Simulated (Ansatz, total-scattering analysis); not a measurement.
# water and urea: neutron diffraction with isotope substitution

Two samples of water and urea (24 H2O and 4 urea; N 7.7, C 3.9, O 26.9, H 61.5 atom %; 320 K, fixed volume (mean pressure 1.1 GPa); ρ₀ = 0.1024 Å⁻³) differ only in the isotope of H: D (b = 6.6681 fm) and H (b = -3.7395 fm). Other lengths: N 9.36, C 6.6472, O 5.8037 fm. The data are simulated by ab initio molecular dynamics with Ansatz (PBE, plane waves, PAW default files, Langevin thermostat, no spin, fixed volume, H with the mass of D). The average runs over 0.67 ps of 104 atoms, so shells between rare elements are rough. Mean temperature 330 K, largest m.s.d. 0.39 Å², energy drift -4 meV an atom (last third less first, no steady trend), Langevin friction 10 ps⁻¹; the first quarter of the run is discarded. Start: last frame of a classical run of this cell at the same density and temperature. So short a stretch relaxes bonds and nearest shells but still remembers its start. It is a liquid that moves slowly on the time of the run as far as so short a run tells. The partials come from the cell's reciprocal vectors below 4 Å⁻¹ and from g(r) above; absorption, incoherent and inelastic scattering are left out. F(Q) = Σ ci cj bi bj (Sij − 1), in barn per steradian and atom:

```csv
Q (Å⁻¹),2H,1H,difference
0.9,-0.329,-0.138,-0.191
1.2,-0.177,-0.166,-0.011
1.5,-0.032,-0.141,0.110
1.8,0.291,-0.127,0.418
2.1,0.268,-0.140,0.407
2.4,0.155,-0.151,0.306
2.7,0.007,-0.059,0.067
3.0,-0.094,0.030,-0.124
3.3,-0.105,0.063,-0.168
3.6,-0.043,0.023,-0.066
3.9,-0.035,-0.011,-0.024
4.2,-0.068,-0.010,-0.059
4.5,-0.107,0.021,-0.128
4.8,-0.115,0.055,-0.169
5.1,-0.093,0.083,-0.176
5.4,-0.069,0.095,-0.164
5.7,-0.043,0.078,-0.121
6.0,-0.005,0.038,-0.043
6.3,0.029,0.000,0.028
6.6,0.034,-0.020,0.055
6.9,0.022,-0.029,0.051
7.2,0.022,-0.037,0.058
7.5,0.039,-0.049,0.088
7.8,0.058,-0.060,0.118
8.1,0.068,-0.059,0.127
8.4,0.066,-0.043,0.109
8.7,0.053,-0.019,0.072
9.0,0.031,0.001,0.029
9.3,0.007,0.013,-0.006
9.6,-0.011,0.017,-0.028
9.9,-0.024,0.016,-0.040
10.2,-0.033,0.016,-0.049
10.5,-0.041,0.017,-0.058
10.8,-0.048,0.021,-0.069
```

The first difference in real space, ΔG(r), in barn (from the pair functions, so without the broadening of a finite Q range):

```
r (Å)  first difference G(r)
 0.50                 -0.439
 0.58                 -0.439
 0.66                 -0.439
 0.74                 -0.439
 0.82                 -0.439
 0.90                 -0.334
 0.98                  5.889
 1.06                  1.665
 1.14                 -0.435
 1.22                 -0.439
 1.30                 -0.439
 1.38                 -0.432
 1.46                 -0.347
 1.54                 -0.080
 1.62                 -0.075
 1.70                 -0.105
 1.78                 -0.055
 1.86                 -0.134
 1.94                 -0.118
 2.02                  0.005
 2.10                 -0.073
 2.18                 -0.179
 2.26                 -0.208
 2.34                 -0.183
 2.42                 -0.131
 2.50                 -0.099
 2.58                 -0.131
 2.66                 -0.191
 2.74                 -0.204
 2.82                 -0.184
 2.90                 -0.125
 2.98                 -0.045
 3.06                  0.033
 3.14                  0.141
 3.22                  0.208
 3.30                  0.142
 3.38                  0.095
 3.46                  0.078
 3.54                  0.075
```

**Question.** Which pairs survive in the difference, and what is the first shell of H?

Pairs without H cancel. ΔG(r) = Σ W [g(r) − 1] with W = 2 c(H) c(j) b(j) Δb, and c(H)² (b₁² − b₂²) for H–H: H–N 0.0922, H–C 0.0328, H–O 0.2001, H–H 0.1154 barn. At small r, ΔG → −ΣW = -0.441; in this finite cell the H–H term carries (N − 1)/N with N = 64 atoms of H, which gives -0.439.

The first feature holds O–H (0.99 Å, 0.8 neighbours by the coordinates) and N–H (1.02 Å, 0.2 neighbours by the coordinates) together, so its area gives only their weighted sum.

Shells of H from the coordinates: O–H at 0.99 Å, 0.8 neighbours to 1.26 Å; N–H at 1.02 Å, 0.2 neighbours to 1.32 Å; H–H at 1.55 Å, 1.0 neighbours to 1.90 Å; C–H at 2.05 Å, 0.3 neighbours to 2.32 Å (first peaks with a usable minimum only). Counts average over all H, whatever molecule they sit on, and second peaks of a pair (H two bonds away, hydrogen bonds) add features between 1.5 and 2.5 Å that aren't listed. The structure is taken to be the same for both isotopes, which holds least well for H and D.

[Logs are printed without paths, hosts, clocks, repeated set-up lines and the standing remarks that a program may print on its own settings, such as how far it seeks lower states.]
